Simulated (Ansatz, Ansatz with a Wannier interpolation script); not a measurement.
**G0W0 band structure of Si2MoN4 (MoSi2N4-type monolayer)**

Wanted: quasiparticle gap and band widths of Si2MoN4 (MoSi2N4-type monolayer) over the whole zone.

Main program and level: Ansatz 0.2.0; PBEsol, Wannier functions and G0W0, plane waves, PAW.

## (1) Set-up

The cell holds 7 atoms: 1 Mo, 4 N and 2 Si. Its edges and angles: a = 2.890 Å, b = 2.890 Å, c = 37.100 Å, α = 90.0°, β = 90.0°, γ = 120.0°. Vacuum lies along c.

The structure was relaxed with PBEsol. The structure was generated from a model, not taken from a measurement. The runs that relaxed it are not among those shown. The default PAW set here is soft_2. Its files were made with PBE. The Coulomb interaction is cut off across the vacuum.

## (2) PBEsol bands

The cheap functional maps the bands first; the places of the edges decide which points the dearer methods must see.

This step: DFT, PBEsol, plane waves, PAW.

Input file input.yaml:

```yaml
crystal:
  lattice:
    - [2.8899029697, 0.0, 0.0]
    - [-1.4449514849, 2.5027293863, 0.0]
    - [0.0, 0.0, 37.1]
  atoms:
    - { symbol: Mo, position: [0.0, 0.0, 0.5] }
    - { symbol: "N", position: [0.3333333333, 0.6666666667, 0.5332982586] }
    - { symbol: "N", position: [0.3333333333, 0.6666666667, 0.4667017414] }
    - { symbol: Si, position: [0.3333333333, 0.6666666667, 0.580201143] }
    - { symbol: Si, position: [0.3333333333, 0.6666666667, 0.419798857] }
    - { symbol: "N", position: [0.6666666667, 0.3333333333, 0.593910376] }
    - { symbol: "N", position: [0.6666666667, 0.3333333333, 0.406089624] }
  periodic: [true, true, false]
kpoints:
  mp_grid: { grid: [12, 12, 1] }
  band_path:
    path:
      - [0, 0, 0]
      - [0.5, 0, 0]
      - [0.3333333333333, 0.3333333333333, 0]
      - [0, 0, 0]
    npoints: 10
hamiltonian:
  xc: pbesol
scf:
  occupations: { method: fermi_dirac, width: 0.02 }
  n_extra_bands: 131
output:
  eigenvalues: true
  fatbands: true
  write_density: true
  write_potential: true
  elf: true
  volumetric_format: npy
```

Started as:

```
$ ansatz run input.yaml --threads 3 --pin off --max-ram 92160MiB --backend cuda --events-out ev --progress --plain --runs-dir out --devices 1 --max-vram 13GiB  # rebuilt from the run's record
```

Numbers of over 12 decimals in the logs are rounded to 6 here.

Log:

```text
scf.n_extra_bands = 131 over 21 filled bands (N_el = 42.0): the run solves 152 bands
GPUs: using 1 of 1 available (devices: 1).
Engine: ansatz 0.2.0, x86_64-unknown-linux-gnu
Pseudopotentials: kind: paw
Pseudopotential: Mo, paw, valence charge 14, recommended cutoff 420 eV (normal), Mo.paw.azcp
Pseudopotential: N, paw, valence charge 5, recommended cutoff 420 eV (normal), N.paw.azcp
Pseudopotential: Si, paw, valence charge 4, recommended cutoff 420 eV (normal), Si.paw.azcp
Functional definition: PBEsol
  exchange = pbesol_x
  correlation = pbesol_c
device memory: the entry about to start is reckoned to put 6.9 GiB on a device that reports 33.6 GiB free (of which the cap on the GPU budget leaves the run 13.0 GiB)
GPU FFT provider: cuFFT
GPU libraries: cuBLAS 13.8.2, cuFFT 12.4.0, cuSOLVER 12.3.4
Crystal: 7 atoms, lattice volume = 268.331 Å³
Basis set: ecut = 420 eV, 5259 PW (Γ)
Bands: 152, of which v1, the nominal top of the filled ones, is band 21 counted from 1 (20 counted from 0)
Symmetry: 12 space group operations
Space group: P-6m2 (ITA 187), of the structure as read, at distance tolerance 6.4e-5 Å
k-points: 19 of 144 (time reversal used)
Non-local potential: Mo, projectors of the file, l = 0: 3, l = 1: 2, l = 2: 2, l = 3: 1
Non-local potential: N, projectors of the file, l = 0: 2, l = 1: 2, l = 2: 1
Non-local potential: Si, projectors of the file, l = 0: 2, l = 1: 2, l = 2: 2
PAW form: soft (Blöchl's): semilocal exchange-correlation on the pseudo side does not see the compensation charge
PAW frozen core: Mo, regenerated for the run's functional, and the local potential with it (the file was generated under x = pbe(κ = 0.804, μ = 0.219515), c = pbe(β = 0.066725))
PAW frozen core: N, regenerated for the run's functional, and the local potential with it (the file was generated under x = pbe(κ = 0.804, μ = 0.219515), c = pbe(β = 0.066725))
PAW frozen core: Si, regenerated for the run's functional, and the local potential with it (the file was generated under x = pbe(κ = 0.804, μ = 0.219515), c = pbe(β = 0.066725))
PAW one-centre angular grid: Mo, 590 points (default); XC on 64 Gauss nodes
PAW one-centre angular grid: N, 110 points (default); XC on 64 Gauss nodes
PAW one-centre angular grid: Si, 110 points (default); XC on 64 Gauss nodes
Initial density: superposition of atomic densities (neutral atoms: chi_scale 0, normalization atom), corrected by the library's trained network
Initial wavefunctions: pseudopotential atomic-orbital guess
GPU buffer pool allocated for 100000 grid points (all kernels)
GPU transforms: local potential and band sums: pruned to the plane-wave sphere, on 20×20×250
Functional: x = pbesol(κ = 0.804, μ = 0.123457), c = pbesol(β = 0.046)
SCF iter   1: F=—  HF=-7661.919646 eV  |F-HF|=—  |Δ(HF+E_count)|=         —  Δρ=6.87e-3  dr2=1.11e-1  ethr=1.77e-3  ⟨swp⟩=9.8  Hψ=21098  notcnv=0  defer=1692
preconditioner: auto → Resta (q_TF=auto, 2.003 Å⁻¹)  ε∞=1.2  [insulator: Δε(μ)=1.755 eV  Ē_g=31.471 eV  σ=0.020 eV  W_gap=1.00  n_scr=22 (ndim 8)  ℏωp=13.2 eV  f_vac=0.722  D(μ)=0.00/eV (n_scr^D=0)  ε∞_Penn≈1.2  vacuum switching on, ρ_ref=7.2e-2 e/Å³]
SCF iter   2: F=—  HF=-7661.899241 eV  |F-HF|=—  |Δ(HF+E_count)|=   2.04e-2  Δρ=3.24e-3  dr2=2.69e-2  ethr=2.65e-4  ⟨swp⟩=3.6  Hψ=3767  notcnv=0  defer=2374
SCF iter   3: F=—  HF=-7661.895053 eV  |F-HF|=—  |Δ(HF+E_count)|=   4.19e-3  Δρ=1.64e-3  dr2=5.63e-3  ethr=6.41e-5  ⟨swp⟩=3.0  Hψ=1242  notcnv=0  defer=2377
SCF iter   4: F=—  HF=-7661.895245 eV  |F-HF|=—  |Δ(HF+E_count)|=   1.92e-4  Δρ=7.36e-4  dr2=1.17e-3  ethr=1.34e-5  ⟨swp⟩=3.4  Hψ=1215  notcnv=0  defer=2377
SCF iter   5: F=—  HF=-7661.895839 eV  |F-HF|=—  |Δ(HF+E_count)|=   5.94e-4  Δρ=4.04e-4  dr2=5.25e-4  ethr=2.79e-6  ⟨swp⟩=3.7  Hψ=1330  notcnv=0  defer=2377
SCF iter   6: F=—  HF=-7661.895952 eV  |F-HF|=—  |Δ(HF+E_count)|=   1.13e-4  Δρ=1.29e-4  dr2=2.18e-5  ethr=1.25e-6  ⟨swp⟩=2.9  Hψ=886  notcnv=0  defer=2377
SCF iter   7: F=—  HF=-7661.895788 eV  |F-HF|=—  |Δ(HF+E_count)|=   1.64e-4  Δρ=2.12e-5  dr2=9.97e-7  ethr=5.18e-8  ⟨swp⟩=3.3  Hψ=2550  notcnv=0  defer=2377
SCF iter   8: F=—  HF=-7661.895788 eV  |F-HF|=—  |Δ(HF+E_count)|=   2.49e-7  Δρ=8.77e-6  dr2=1.25e-7  ethr=2.37e-9  ⟨swp⟩=3.1  Hψ=1282  notcnv=0  defer=2377
SCF iter   9: F=-7661.895788 eV  HF=-7661.895788 eV  |F-HF|=4.95e-9  |Δ(HF+E_count)|=   1.56e-9  Δρ=1.79e-6  dr2=8.15e-9  ethr=2.38e-10  ⟨swp⟩=28.4  Hψ=45831  notcnv=0
SCF 1 converged in 9 iterations: F = -7661.895788 eV  dr2 = 8.15e-9
[...]
device memory: the entry about to start is reckoned to put 4.8 GiB on a device that reports 36.0 GiB free (of which the cap on the GPU budget leaves the run 12.7 GiB)
NSCF: frozen V_eff on 31 k-points
WARN: The output density's exchange-correlation potential varies sharply where the density is thin. Do not read a vacuum level from v_tot or v_xc, or from such a field of the output density. On a cell that repeats whose density bears no net charge and no dipole along the vacuum's axis use v_es (v_loc + v_h of the components); under efield.dipole_correction with no amplitude use v_es + v_field, which holds any externa [...]
SCF converged after 9 iterations
Free energy (F): -7661.895788 eV
Harris-Foulkes:  -7661.895788 eV  (|F-HF|=4.95e-9)
Internal energy: -7661.895788 eV  (E = F + TS)
E sigma→0 (E₀):  -7661.895788 eV
Fermi energy:    -4.527009 eV
--- Per-component energies (eV) ---
  E_band       = -816.706688
  E_kinetic    = 1063.997200
  E_local      = -149066.732090  (includes V_loc(G=0)·N_el)
  E_nonlocal   = 374.313028
  E_hartree    = 73836.250801
  E_xc         = -535.408866
  E_vxc        = -633.553799  (∫ρ·V_xc dr)
  E_paw        = -4632.231220  (= ΣΔE_a)
  E_vpaw       = -227.243616  (= ΣTr[D̂ρ^β])
  E_aug_tail   = 0.000480  (compensation charges beyond the density's cutoff)
  E_ewald      = 71297.530063
  E_core_change = 0.384816  (= ΣΔE_core)
  E_smearing   = -0.000000  (= −TS)
  E_closure    = 0.000000  (closes the sum)
  Σ components = -7661.895788   (vs F -7661.895788, Δ=0.00e0)
--- Band table (eV; the first three rows and the last of 19) ---
  k-point 0: bands = [... 17 lower, -8.0334, -8.0334, -7.7590, -5.3842, -2.5575, -2.5575, -2.2698, -2.2698, ... 127 higher]
  k-point 1: bands = [... 17 lower, -8.2203, -8.1704, -7.5797, -5.5219, -2.7040, -2.5837, -2.3469, -2.0763, ... 127 higher]
  k-point 2: bands = [... 17 lower, -8.5087, -8.4486, -7.6112, -6.0051, -2.7188, -2.6411, -2.2481, -1.6032, ... 127 higher]
  k-point 18: bands = [... 17 lower, -8.4714, -8.0376, -7.6671, -5.7560, -3.6560, -1.2557, -0.3894, -0.3227, ... 127 higher]
  ° read free of the cell's end (the report's vacuum.weakly_bound_levels)
  °? not known for the slab's own: over its row's bound_up_to_ev there, or no deeper under its free states than its continued_xc_part_ev in size
```

The job ended after 21 s (1 × NVIDIA H100 80GB HBM3 (shared by 6 runs) with 3 threads of AMD EPYC 7R13 (Zen 3), shared host; peak memory 1.2 GiB).

In the SCF lines HF is the Harris–Foulkes energy and dr2 the Hartree energy of the density residual, in eV; the loop may stop once dr2 is under the threshold and the program's other checks hold. Hψ counts applications of the Hamiltonian.

Numbers from this step:

```yaml
filled_bands: 21
gap: 1.728 eV
valence_top_at: Γ
conduction_bottom_at: K
least_direct_gap: 2.100 eV
```

The gap is indirect, with the least direct gap 0.37 eV higher.

The electronic bands at the labelled points (eV, zero at the top of the highest nominally filled band):

| point | band 18 | band 19 | band 20 | band 21 | band 22 | band 23 | band 24 | band 25 |
| --- | --- | --- | --- | --- | --- | --- | --- | --- |
| Γ | -2.65 | -2.65 | -2.37 | 0.00 | 2.83 | 2.83 | 3.11 | 3.11 |
| halfway | -3.39 | -3.05 | -2.31 | -1.16 | 2.73 | 2.78 | 3.37 | 4.32 |
| M | -2.81 | -2.03 | -1.97 | -1.07 | 2.30 | 2.80 | 3.15 | 3.50 |
| halfway | -3.22 | -2.48 | -2.12 | -0.78 | 2.44 | 3.58 | 3.85 | 4.21 |
| K | -3.09 | -2.65 | -2.28 | -0.37 | 1.73 | 4.13 | 4.99 | 5.06 |
| halfway | -2.97 | -2.76 | -2.36 | -1.34 | 2.75 | 2.97 | 3.53 | 4.56 |
| Γ | -2.65 | -2.65 | -2.37 | 0.00 | 2.83 | 2.83 | 3.11 | 3.11 |

Valence density in the ca plane at fractional y = 0.667, with atoms of N and Si within 0.2 Å of it. It is the smooth field of the valence electrons, not physical close to the nuclei.

Ten steps, logarithmic in the rise over the least value, from '0' (0.0 e/Å³) to '9' (3.4 e/Å³), each cell a mean:
```
00000000000000000013466543334567754433456653
00000000000000000013466543334567754333456653
00000000000000000012456544456666666554456643
00000000000000000012455555688765578876555542
00000000000000000012344346899865689987533442
00000000000000000012343246899965689997533432
00000000000000000012455456788765578876545542
00000000000000000012456554556666666654456643
```
Columns run along c (16.0 Å, from fractional 0.20 to 0.63 of the cell), rows up along a (2.9 Å). Atoms in or near the plane, at fractional coordinates: N at (0.53, 0.33), N at (0.47, 0.33), Si at (0.58, 0.33), Si at (0.42, 0.33).

Electrostatic potential energy in the ca plane at fractional y = 0.667, with atoms of N and Si within 0.2 Å of it. With pseudopotentials it is smooth inside the atoms' cores, unlike the true potential.

Ten even steps from '0' (-64 eV) to '9' (0 eV), each cell a mean:
```
99999999999999888999987556899998889999999999
99999999999999888999987556899998889999999999
99999999999999877899988767889987778999999999
99999999999998532587558888646863247999999999
99999999999997300263016887202640016899999999
99999999999997200263005887201640016899999999
99999999999998522486457888535862147999999999
99999999999999876789888777889987678999999999
```
Columns run along c (16.0 Å, from fractional 0.27 to 0.70 of the cell; values clipped at the 3rd and 97th percentile), rows up along a (2.9 Å). Atoms in or near the plane, at fractional coordinates: N at (0.53, 0.33), N at (0.47, 0.33), Si at (0.58, 0.33), Si at (0.42, 0.33).

## (3) Wannier functions (Mo:5s Mo:4d N:2p Si:3s Si:3p) on 24×24×1

Localised functions give a small Hamiltonian that interpolates between mesh points at no cost.

This step: maximally localised Wannier functions, PBEsol, plane waves, PAW.

input.yaml, the sections that differ from step 2:

```yaml
kpoints:
  mp_grid: { grid: [12, 12, 1] }
scf:
  occupations: { method: fixed }
  n_extra_bands: 131
output:
  wannier:
    kmesh: [24, 24, 1]
    projections:
      - { species: Mo, l: s, shell: 5 }
      - { species: Mo, l: d, shell: 4 }
      - { species: "N", l: p, shell: 2 }
      - { species: Si, l: s, shell: 3 }
      - { species: Si, l: p, shell: 3 }
    minimise: true
    write_hr: true
    seedname: w
    conv_tol: 1.0e-07
    max_iter: 4000
    disentanglement:
      window: [-15.65, 16.48]
      frozen_window: [-15.65, -0.16]
      conv_tol: 1.0e-08
# crystal, hamiltonian: as in step 2
```

Log:

```text
[...]
GPUs: using 1 of 1 available (devices: 1).
[...]
GPU FFT provider: cuFFT
GPU libraries: cuBLAS 13.8.2, cuFFT 12.4.0, cuSOLVER 12.3.4
Crystal: 7 atoms, lattice volume = 268.331 Å³
Basis set: ecut = 420 eV, 5259 PW (Γ)
Bands: 152, of which v1, the nominal top of the filled ones, is band 21 counted from 1 (20 counted from 0)
Symmetry: 12 space group operations
[...]
k-points: 19 of 144 (time reversal used)
[...]
GPU buffer pool allocated for 100000 grid points (all kernels)
[...]
SCF iter   1: F=—  HF=-7661.919304 eV  |F-HF|=—  |Δ(HF+E_count)|=         —  Δρ=6.84e-3  dr2=1.10e-1  ethr=1.77e-3  ⟨swp⟩=6.7  Hψ=11045  notcnv=0  defer=2444
[...]
SCF iter   9: F=-7661.895788 eV  HF=-7661.895788 eV  |F-HF|=9.80e-9  |Δ(HF+E_count)|=   1.05e-8  Δρ=2.43e-6  dr2=1.44e-8  ethr=2.38e-10  ⟨swp⟩=30.6  Hψ=53689  notcnv=0
SCF 1 converged in 9 iterations: F = -7661.895788 eV  dr2 = 1.44e-8
[...]
NSCF: frozen V_eff on 19 k-points
the band table was solved once the SCF had ended and its energy, with any forces and stress, was formed, with the checks that follow a solve (13255 applications of the Hamiltonian). They found nothing against the state; the energy, forces and stress were not computed again (output.eigenvalues in the input reference)
[...]
the Wannier pass solved 64 of the 576 points of its mesh, and has the states at the others by symmetry: states obtained by the crystal's operations at points that were solved too leave a residual of 5.38e-13 eV (read by the count's bands and the next), within 8.33e-6 eV
SCF converged after 9 iterations
Free energy (F): -7661.895788 eV
[...]
Internal energy: -7661.895788 eV  (E = F + TS)
E sigma→0 (E₀):  -7661.895788 eV
Fermi energy:    -5.384243 eV
[...]
--- Band table (eV; the first three rows and the last of 19) ---
  k-point 0: bands = [... 17 lower, -8.0334, -8.0334, -7.7590, -5.3842, -2.5575, -2.5575, -2.2698, -2.2698, ... 127 higher]
  k-point 1: bands = [... 17 lower, -8.2203, -8.1704, -7.5797, -5.5219, -2.7040, -2.5837, -2.3469, -2.0763, ... 127 higher]
  k-point 2: bands = [... 17 lower, -8.5087, -8.4486, -7.6112, -6.0051, -2.7188, -2.6411, -2.2481, -1.6032, ... 127 higher]
  k-point 18: bands = [... 17 lower, -8.4714, -8.0376, -7.6671, -5.7560, -3.6561, -1.2557, -0.3894, -0.3227, ... 127 higher]
  ° read free of the cell's end (the report's vacuum.weakly_bound_levels)
[...]
Wannier search: line search 1 of at most 4000: gauge-dependent spread (as the search counts it) 5.7696202 Å², largest recent change 3.7e0 Å² and fall left 8.0e-3 Å² against conv_tol 1.0e-7 Å², 0 stops escaped
```

Elapsed: 67 s, on 1 × NVIDIA H100 80GB HBM3 (shared by 6 runs) with 3 threads; peak memory 3 GiB; 1.8 min of CPU time.

This step gave:

```
gauge-invariant spread     : 30.91 Å²
diagonal spread            : 0.2251 Å²
off-diagonal spread        : 1.590 Å²
total spread               : 32.73 Å²
least projectability       : 0.09583
localisation steps         : 42
disentanglement steps      : 1547
r.m.s. interpolation error : 3.24e-4 eV
r.m.s. error near the gap  : 4.61e-4 eV
```

Near the gap the model misses directly solved bands by 0.5 meV r.m.s. and by 2 meV at most in the window tested. This tests the starting bands, not the corrections carried with them.

Wannier functions, by row:

| function | x (Å) | y (Å) | z (Å) | spread (Å²) | nearest atom | distance (Å) |
| --- | --- | --- | --- | --- | --- | --- |
| 1 | -0.216 | 0.125 | 18.55 | 1.842 | Mo1 | 0.25 |
| 2 | 0 | 0 | 18.55 | 1.188 | Mo1 | 0 |
| 3 | -0.002 | 0.01 | 18.55 | 1.307 | Mo1 | 0.01 |
| 4 | 0.002 | -0.01 | 18.55 | 1.307 | Mo1 | 0.01 |
| 5 | 0 | -0.25 | 18.55 | 1.843 | Mo1 | 0.25 |
| 6 | 0.216 | 0.125 | 18.55 | 1.842 | Mo1 | 0.25 |
| 7 | 0.005 | 1.665 | 19.75 | 0.909 | N2 | 0.038 |
| 8 | -0.01 | 1.657 | 19.81 | 0.982 | N2 | 0.03 |
| 9 | 0.005 | 1.683 | 19.81 | 0.982 | N2 | 0.03 |
| 10 | -0.005 | 1.665 | 17.35 | 0.909 | N3 | 0.038 |
| 11 | 0.01 | 1.657 | 17.29 | 0.982 | N3 | 0.03 |
| 12 | -0.005 | 1.683 | 17.29 | 0.982 | N3 | 0.03 |
| 13 | 1.513 | 0.874 | 22.05 | 0.942 | N6 | 0.08 |
| 14 | 1.376 | 0.874 | 22.05 | 0.942 | N6 | 0.08 |
| 15 | 1.445 | 0.755 | 22.05 | 0.942 | N6 | 0.08 |
| 16 | 1.513 | 0.874 | 15.05 | 0.942 | N7 | 0.08 |
| 17 | 1.376 | 0.874 | 15.05 | 0.942 | N7 | 0.08 |
| 18 | 1.445 | 0.755 | 15.05 | 0.942 | N7 | 0.08 |
| 19 | -0.693 | 2.068 | 21.29 | 1.368 | Si4 | 0.834 |
| 20 | -0.693 | 2.068 | 15.81 | 1.368 | Si5 | 0.834 |
| 21 | 0 | 1.668 | 22.63 | 1.895 | Si4 | 1.106 |
| 22 | 0.693 | 2.068 | 21.29 | 1.368 | Si4 | 0.834 |
| 23 | 0 | 0.869 | 21.29 | 1.368 | Si4 | 0.834 |
| 24 | 0 | 1.668 | 14.47 | 1.895 | Si5 | 1.106 |
| 25 | 0.693 | 2.068 | 15.81 | 1.368 | Si5 | 0.834 |
| 26 | 0 | 0.869 | 15.81 | 1.368 | Si5 | 0.834 |

Frozen up to 5.23 eV; above it the model need not follow the bands. The electronic bands at the labelled points (eV, zero at the valence-band top):

(Unchanged from step 2.)

The same for Kohn-Sham, solved directly:

| point | band 18 | band 19 | band 20 | band 21 | band 22 | band 23 | band 24 | band 25 |
| --- | --- | --- | --- | --- | --- | --- | --- | --- |
| Γ | -2.65 | -2.65 | -2.37 | 0.00 | 2.83 | 2.83 | 3.11 | 3.11 |
| M | -2.81 | -2.03 | -1.97 | -1.07 | 2.30 | 2.80 | 3.15 | 3.50 |
| K | -3.09 | -2.65 | -2.28 | -0.37 | 1.73 | 4.13 | 4.99 | 5.06 |
| Γ | -2.65 | -2.65 | -2.37 | 0.00 | 2.83 | 2.83 | 3.11 | 3.11 |

[end of part 1 of 2]

[Paths, hosts, dates, memory and timing lines, banners, echoed tables and standing remarks are left out of the program output.]

[Logs are printed without paths, hosts, clocks, repeated set-up lines and the standing remarks that a program may print on its own settings, such as how far it seeks lower states.]

[Runs of the session that timed out or met a known fault of the program may be left out.]

[Hosts, paths, dates, database ids (printed as entryN), source tags and the programs' standing remarks are cut or masked in the printed files.]
